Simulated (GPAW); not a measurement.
The Mg K edge of atom 1 in MgO (Periclase, Fm-3m), with 6 O at 2.11 Å (octahedral, site symmetry m-3m), was computed in 2 ways: full core hole (charged cell) and no core hole. Program and functional: GPAW, PBE, Gaussian full width 0.9 eV up to 4 eV, rising linearly to 3.5 eV at 25 eV; cells of 2 and 16 atoms (the run without a hole in the smaller).

Each run is counted from its own lowest empty level or Fermi level and scaled to a mean of 1 over its first 20 eV.

| E (eV) | run 1 | run 2 |
| --- | --- | --- |
| -2.0 | 0.00 | 0.00 |
| -1.0 | 0.00 | 0.00 |
| 0.0 | 0.00 | 0.00 |
| 1.0 | 0.01 | 0.02 |
| 2.0 | 0.06 | 0.06 |
| 3.0 | 0.34 | 0.80 |
| 4.0 | 0.64 | 1.75 |
| 5.0 | 0.75 | 1.71 |
| 6.0 | 0.48 | 1.22 |
| 7.0 | 0.51 | 0.73 |
| 8.0 | 0.83 | 1.64 |
| 9.0 | 0.92 | 2.00 |
| 10.0 | 0.97 | 2.09 |
| 11.0 | 1.70 | 2.30 |
| 12.0 | 3.05 | 1.70 |
| 13.0 | 2.98 | 0.80 |
| 14.0 | 1.94 | 0.51 |
| 15.0 | 1.24 | 0.46 |
| 16.0 | 0.82 | 0.40 |
| 17.0 | 0.68 | 0.39 |
| 18.0 | 0.73 | 0.44 |
| 19.0 | 0.82 | 0.54 |
| 20.0 | 0.96 | 0.62 |
| 21.0 | 1.10 | 0.66 |
| 22.0 | 1.17 | 0.68 |
| 23.0 | 1.19 | 0.69 |
| 24.0 | 1.16 | 0.66 |
| 25.0 | 1.02 | 0.57 |
| 26.0 | 0.80 | 0.44 |
| 27.0 | 0.63 | 0.34 |
| 28.0 | 0.54 | 0.29 |
| 29.0 | 0.49 | 0.26 |

The database entry behind the starting cell differs from later determinations by our own check (about 0.1 % long), so it need not match the best structure at ambient conditions.

**Question.** Which run is which?

Run 1: no core hole (area from −2 to 6 eV 2.1, main maxima 4.8 eV (0.77), 12.4 eV (3.27) and 23.2 eV (1.19)). Run 2: full core hole (charged cell) (area from −2 to 6 eV 5.1, main maxima 4.5 eV (2.06), 8.7 eV (2.06), 10.9 eV (2.31) and 22.9 eV (0.69)). With each curve scaled to its own mean, the area from −2 to 6 eV with the hole is 5.1 against 2.1, and the centre of weight from −1 to 20 eV moves by -2.5 eV: the hole pulls the absorber's empty states down.

[Hosts, paths, dates, database ids (printed as entryN), source tags and the programs' standing remarks are cut or masked in the printed files.]

[Lists of maxima count a maximum above −3 eV only where it reaches 4 % of the highest in the window and stands out from its surroundings by 2 % of it (1.5 % where it reaches 55 %); shoulders and weaker maxima are passed over, and of the rest the first, up to two pre-edge ones and the few strongest are named.]
